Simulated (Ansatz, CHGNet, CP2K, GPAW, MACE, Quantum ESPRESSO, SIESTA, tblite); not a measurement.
## W(100)/Au(100) interface (51 atoms) in GPAW

Aim: run W(100)/Au(100) interface (51 atoms) in GPAW and see how near its forces come to a plane-wave reference, and at what cost.

Calculated with GPAW 26.7.0; the method is named at each step.

**1. Set-up**

The cell holds 51 atoms: 24 W and 27 Au. Cell: a = 8.952 Å, b = 8.952 Å, c = 22.049 Å, α = 90.0°, β = 90.0°, γ = 90.0°. Bcc W(100), 3 repeat layers, 8 surface cells, strained +0.00 and +0.00 %; fcc Au(100), 3 layers, 9 cells, +3.48 and +3.48 %; outer planes 2.92 Å apart, 12 Å of vacuum above; not relaxed, displaced by a Gaussian of 0.02 Å. Then every atom was moved at random, 0.05 Å r.m.s. a Cartesian component. Regions: W, 24 atoms (24 W); Au, 27 atoms (27 Au). Vacuum lies along c.

The yardstick, on the same geometry:

| Property | Result |
| --- | --- |
| method | Kohn-Sham DFT, PBE, PAW, plane waves (Ansatz 0.2.0); cutoff 420 eV, Γ point, fermi-dirac smearing of 0.05 eV; PAW set soft_2 |
| r.m.s. force component | 0.6451 eV/Å |
| longest force | 2.029 eV/Å |
| SCF cycles | 13 |
| time | 25 s on 8 threads of Arm Neoverse V1, shared host |
| CPU time | 3 min |

**2. PBE, plane waves 450 eV**

Method: Kohn-Sham DFT, PBE, PAW, plane waves.

Input file run.py:

```python
import numpy as np
from ase.io import read
from gpaw import GPAW, FermiDirac, PW
from ase.parallel import parprint as print

atoms = read("structure.xyz")
atoms.calc = GPAW(
    mode=PW(450),
    xc="PBE",
    kpts={"size": (1, 1, 1), "gamma": True},
    occupations=FermiDirac(0.05),
    maxiter=200,
    symmetry={"point_group": False},
    nbands=498,
    txt="gpaw.txt",
)
energy = atoms.get_potential_energy(force_consistent=True)
forces = atoms.get_forces()
print(f"energy {energy:.6f} eV")
print("forces (eV/A)")
for i, (a, f) in enumerate(zip(atoms, forces)):
    print(f"{i:4d} {a.symbol:2s} {f[0]:10.5f} {f[1]:10.5f} {f[2]:10.5f}")
print(f"Fermi level {atoms.calc.get_fermi_level():.4f} eV")
for k in range(len(atoms.calc.get_ibz_k_points())):
    for s in range(atoms.calc.get_number_of_spins()):
        e = atoms.calc.get_eigenvalues(kpt=k, spin=s)
        n = np.searchsorted(e, atoms.calc.get_fermi_level())
        print(f"k {k} spin {s} levels about the Fermi level:", np.round(e[max(n - 6, 0):n], 4).tolist(), "|", np.round(e[n:n + 6], 4).tolist())
```

Input file structure.xyz:

```xyz
51
Lattice="8.95200 0.00000 0.00000 0.00000 8.95200 0.00000 0.00000 0.00000 22.04922" Properties=species:S:1:pos:R:3 pbc="T T T"
W 6.64668 6.77550 5.97071
W 6.81901 4.45550 7.52408
W 6.70782 6.67488 9.12000
W 6.61589 2.21105 6.05494
W 6.74587 8.94412 7.56862
W 6.80450 2.29538 9.15307
W 4.37413 4.49963 6.03575
W 4.42157 2.32913 7.65196
W 4.48800 4.49569 9.08538
W 4.47143 0.08755 6.04568
W 4.49847 6.78114 7.61404
W 4.42256 0.04467 9.28338
W 2.24713 6.73522 5.98217
W 2.17462 4.53383 7.48836
W 2.28571 6.61562 9.19849
W 2.20944 2.20568 5.94998
W 2.28589 8.91637 7.52849
W 2.14481 2.24382 9.21525
W 0.05577 4.52882 6.01569
W 8.89856 2.26871 7.55980
W 8.92908 4.41414 9.11735
W 8.91118 8.91539 5.91051
W 8.88710 6.72653 7.54943
W 8.92013 8.86024 9.18372
Au 3.50963 7.33106 12.07658
Au 5.11186 8.79221 14.08195
Au 6.46603 7.28809 16.10056
Au 3.59933 1.33483 12.06489
Au 5.12126 2.76608 14.06123
Au 6.62591 1.38308 15.99605
Au 3.54598 4.26079 12.18131
Au 4.92190 5.83823 14.13289
Au 6.52869 4.31406 15.96430
Au 6.62430 7.25488 12.05365
Au 8.04185 8.81110 13.99398
Au 0.56675 7.25443 16.16186
Au 6.55913 1.32543 12.12509
Au 8.04776 2.77306 14.12054
Au 0.58662 1.31254 16.09814
Au 6.50327 4.26992 12.00558
Au 8.06862 5.75596 14.07600
Au 0.59540 4.32408 16.07079
Au 0.58636 7.28093 12.10414
Au 2.03694 8.83491 14.04138
Au 3.45037 7.28156 15.96518
Au 0.66012 1.35524 12.16213
Au 2.16379 2.82856 13.99707
Au 3.50909 1.41442 15.88867
Au 0.56711 4.21317 12.13501
Au 1.99916 5.82757 14.06057
Au 3.56898 4.36464 16.11181
```

The run is started by

```
OMP_NUM_THREADS=1 mpirun -np 4 gpaw python run.py > output.txt
```

Numbers of over 12 decimals in the logs are rounded to 6 here.

The log of the run:

```text
energy -325.090066 eV
forces (eV/A)
   0 W     0.08540    0.67876    1.71846
   1 W    -1.95585    0.55317   -0.06187
   2 W     0.26250    0.23395   -0.25740
   3 W    -0.40922   -0.70092    1.42746
   4 W    -0.65983    0.45652    0.42928
   5 W     0.41578    0.06761   -0.39322
   6 W    -0.09539    0.33702    1.53720
   7 W     0.40002   -1.13331   -0.17497
   8 W    -0.21711    0.68513   -0.17755
   9 W     0.43859    1.07173    1.25504
  10 W    -0.15153   -0.87694   -0.14845
  11 W    -0.58656    0.28622   -1.15407
  12 W     0.04574   -0.46069    1.33476
  13 W     0.61257   -0.48888    1.12010
  14 W     0.63675    0.30692   -0.80629
  15 W    -0.24084   -0.63839    1.68230
  16 W    -1.22440    0.87945    1.20657
  17 W    -0.06768   -0.16412   -0.68297
  18 W     0.53070    0.13798    0.89869
  19 W     1.28874   -1.05505   -0.36965
  20 W    -0.12508   -0.33131   -0.17787
  21 W    -0.02816   -0.24753    1.99646
  22 W     1.07179    0.39877   -0.18912
  23 W     0.02512   -0.00561   -0.71738
[...]
43 Au    0.08573   -0.42217    0.45683
  44 Au    0.06066    0.36865    0.20502
  45 Au   -0.37133   -0.11695   -1.64397
  46 Au   -0.73910    0.16994    1.11161
  47 Au    0.23421   -0.32333    0.48385
  48 Au   -0.16140    0.32110   -1.25901
  49 Au    0.09968   -0.15774    0.23183
  50 Au   -0.19177   -0.20144   -0.29123
Fermi level 3.1469 eV
k 0 spin 0 levels about the Fermi level: [3.0062, 3.0577, 3.0842, 3.0919, 3.1172, 3.1438] | [3.1536, 3.2021, 3.2225, 3.2547, 3.2793, 3.4479]
```

gpaw.txt:

```text
Input parameters:
  mode=PW(ecut=450.000000),
  kpts=MonkhorstPack(size=(1, 1, 1), gamma=True),
  maxiter=200,
  nbands=498,
  occupations=Occupations(name='fermi-dirac', width=0.05, fixmagmom=False),
  symmetry=Symmetry(point_group=False),
  xc=XC(name='PBE')
Diagonalizing LCAO Hamiltonian
Converting LCAO to pw mode
      .---------------------.
     /|                     |
    / |                     |
   /  |                     |
  /   |                     |
 *    |                     |
 |    |                     |
 |    |                     |
 |    Au      Au     Au     |
 |    |                     |
 |   Au    AAu    AAu     Au|
 |    |         Au          |
 | Au |  AAu      Au    Au  |
 |    |AAu    AAu    AAu    |
 |    |                     |
 |   Au     Au     Au       |
 | Au |    Au     Au        W
 |    |   W          W      |
 |    |     W  W       W W  |
 |    | W       W          W|
 |    |  W         WW       W
 |    |   W WW       W  W   |
[... lines left out ...]
    Z:       79.0
    valence: 11
    core:    68
    Using partial waves for Au as LCAO basis
Reference energy: -24478673.439672  # eV
eigensolver:
  PPCG
  Converge bands: occupied
  niter=2
density mixing:
  MSR1-Mixer
occupation numbers:
  Fermi-Dirac:
    width: 0.0500  # eV
poisson solver:
  ecut: 3600.000000  # eV
xc functional:
  name: PBE with 2 nearest neighbor stencil
Initialization done in: 23.415 s
convergence criteria:
- Maximum [total energy] change in last 3 cyles: 0.0005 eV / valence electron
- Maximum integral of absolute [dens]ity change: 0.0001 electrons / valence electron
- Maximum integral of absolute [eigenst]ate change: 4e-08 eV^2 / valence electron
maximum number of iterations: 200
SCF iterations
|iter     |      energy | eigst |  dens |
|---------|-------------|-------|-------|
|iter:   1| -397.831324 | +0.06 |       |
|iter:   2| -668.157605 | -0.44 | -0.84 |
|iter:   3| -342.939953 | -1.18 | -0.66 |
|iter:   4| -337.431508 | -1.87 | -1.15 |
[...]
|iter:  10| -325.086560 | -2.93 | -1.81 |
|iter:  11| -324.947993 | -3.23 | -1.96 |
|iter:  12| -324.957013c| -3.40 | -2.07 |
|iter:  13| -324.814109c| -3.73 | -2.13 |
|iter:  14| -324.876479c| -3.90 | -2.43 |
[...]
|iter:  25| -324.804179c| -6.93 | -3.87 |
|iter:  26| -324.804076c| -7.19 | -3.89 |
|iter:  27| -324.803940c| -7.41c| -4.13c|
Converged in 27 steps
SCF loop duration: 287.694 s (10.655 s/step)
Energy contributions relative to reference atoms: (reference = -24478673.439672)
Energy contributions:
  Kinetic:        -481.115887
  Coulomb:         353.053833
  Zero:              2.422846
  External:          0.000000
  Xc:             -198.878606
  Entropy:          -0.572253
  Spinorbit:         0.000000
  ----------------------------
  Free energy:    -325.090066
  Extrapolated:   -324.803940
dipole moment: (70.309424, 137.726255, -0.574460)  # |e|*Ang
Fermi level: 3.147
Eigenvalues  # (at kpt = [0.000, 0.000, 0.000])
| band index |      eig [eV] | occ [0-2] |
|------------|---------------|-----------|
|          0 |       -70.942 |     2.000 |
|        ... |               |           |
|        309 |         2.959 |     1.954 |
|        310 |         2.964 |     1.949 |
[...]
|        324 |         3.501 |     0.002 |
|        ... |               |           |
|        497 |        13.948 |     0.000 |
Gap: 0.010 eV
Transition (v -> c):
  (s=0, k=0, n=316, [0.00, 0.00, 0.00]) -> (s=0, k=0, n=317, [0.00, 0.00, 0.00])
No difference between direct/indirect transitions
Force computation time: 2.755  # s
```

Elapsed: 5.3 min, on 4 MPI ranks of Arm Neoverse V1, shared host; peak memory 2.4 GiB.

Banners, paths, timers and routine set-up lines are dropped from the logs unmarked, and long logs keep their key lines alone; longer cuts are marked.

Compared with the plane-wave run:

| Property | Result |
| --- | --- |
| r.m.s. force component | 0.6632 eV/Å |
| r.m.s. difference of force components | 50.38 meV/Å |
| longest difference of force vectors | 194.6 meV/Å |
| force difference over r.m.s. force | 7.81 % |
| slope of forces against the reference's | 1.025 |
| correlation of force components | 0.9974 |

Length of the force difference by element (eV/Å):

```
element  atoms   mean   most
     Au     27   0.11   0.19
      W     24  0.014  0.029
```

The surroundings of W2, which bears the longest force, nearest first, numbered as they follow in the input and with coordinates relative to it.

```
atom      x      y      z  distance (Å)     Fx     Fy  Fz (eV/Å)
  W2   0.00   0.00   0.00          0.00  -1.96   0.55      -0.06
 W21   2.11  -0.04   1.59          2.64  -0.13  -0.33      -0.18
 W19   2.19   0.07  -1.51          2.66   0.53   0.14       0.90
  W4  -0.20  -2.24  -1.47          2.69  -0.41  -0.70       1.43
  W6  -0.01  -2.16   1.63          2.71   0.42   0.07      -0.39
  W3  -0.11   2.22   1.60          2.74   0.26   0.23      -0.26
  W1  -0.17   2.32  -1.55          2.80   0.09   0.68       1.72
  W9  -2.33   0.04   1.56          2.81  -0.22   0.69      -0.18
  W7  -2.44   0.04  -1.49          2.86  -0.10   0.34       1.54
```

Atoms are counted from 1 here, from 0 in the log.

Forces lie 7.8 % from the reference's, at 7.1 times its CPU time (on 4 against 8 cores).

The difference per atom is largest on Au (0.11 eV/Å on average, against 0.014 on W).

**3. Another try, on a changed input**

Changes to run.py since step 2:

```diff
@@ -2,4 +2,3 @@
 from ase.io import read
-from gpaw import GPAW, FermiDirac, PW
-from ase.parallel import parprint as print
+from gpaw import GPAW, FermiDirac
 
@@ -7,9 +6,10 @@
 atoms.calc = GPAW(
-    mode=PW(450),
-    xc="PBE",
+    mode="lcao",
+    basis="dzp",
+    h=0.2,
+    xc="PBE96",
     kpts={"size": (1, 1, 1), "gamma": True},
     occupations=FermiDirac(0.05),
-    maxiter=200,
+    maxiter=60,
     symmetry={"point_group": False},
-    nbands=498,
     txt="gpaw.txt",
```

structure.xyz is that of step 2.

The run is started by

```
OMP_NUM_THREADS=1 python run.py > output.txt
```

The log of the run:

```text
ValueError: not enough values to unpack (expected 2, got 1)
NameError: Unknown functional: PBE96.
```

gpaw.txt:

```text
Input parameters:
  mode=LCAO(),
  basis={'default': 'dzp'},
  h=0.2,
  kpts=MonkhorstPack(size=(1, 1, 1), gamma=True),
  maxiter=60,
  occupations=Occupations(name='fermi-dirac', width=0.05, fixmagmom=False),
  symmetry=Symmetry(point_group=False),
  xc=XC(name='PBE96')
timing:  # [seconds]
  Total: 0.037  # ━━━━━━━━━━━━━━━━━━━━━━━━━━━━━━━━━━━━━━━━━━━━━━━━━━━━━━━━━━━
  Init:  0.011  # ━━━━━━━━━━━━━━━━━
```

The job ended after 1.5 s (1 thread; peak memory 0.13 GiB).

The program stopped at the start. The fault in the input: an unknown functional (functional PBE96).

Further runs of this program without a result: GPAW PBE, LCAO dzp, h 0.2 Å (cut off at its time limit); GPAW PBE, LCAO dzp, h 0.2 Å, other mixer settings (cut off at its time limit); GPAW PBE, LCAO dzp, h 0.16 Å (cut off at its time limit).

**4. Summary of results**

| Item | Value |
| --- | --- |
| force difference from the reference | GPAW PBE, plane waves 450 eV, 7.8 % |
| its CPU time | 21 min |

**Reading.** PBE on plane waves or a grid with other potentials, cutoffs or grids differs from the reference by 7.8 % (GPAW PBE, plane waves 450 eV) of the r.m.s. force; potentials, valence shells or grid differ, and the table alone doesn't part them. The potentials hold different valence shells: 849 electrons in the reference, 633 in GPAW; this bears on time and differences. The electron count is odd in Ansatz plane waves (reference) and GPAW PBE, plane waves 450 eV, and they have no spin polarisation, so the unpaired electron is spread evenly over both spins. The host structure and its lattice constant were typed by rule, without a check against the phase diagram. The electron count is odd and the run has no spin polarisation, so levels at the top are partly filled by construction. The electronic-structure runs sample only Γ, in a cell whose shortest periodic width is 9 Å, which is coarse for a cell with partly filled levels. Spin–orbit coupling is left out, which matters for the levels of the heavy elements.

[Also dropped from logs without a mark: logging warnings of Python, and SIESTA's first energy breakdown and zero terms.]

[Logs are printed without paths, hosts, clocks, repeated set-up lines and the standing remarks that a program may print on its own settings, such as how far it seeks lower states.]

[Hosts, paths, dates, database ids (printed as entryN), source tags and the programs' standing remarks are cut or masked in the printed files.]
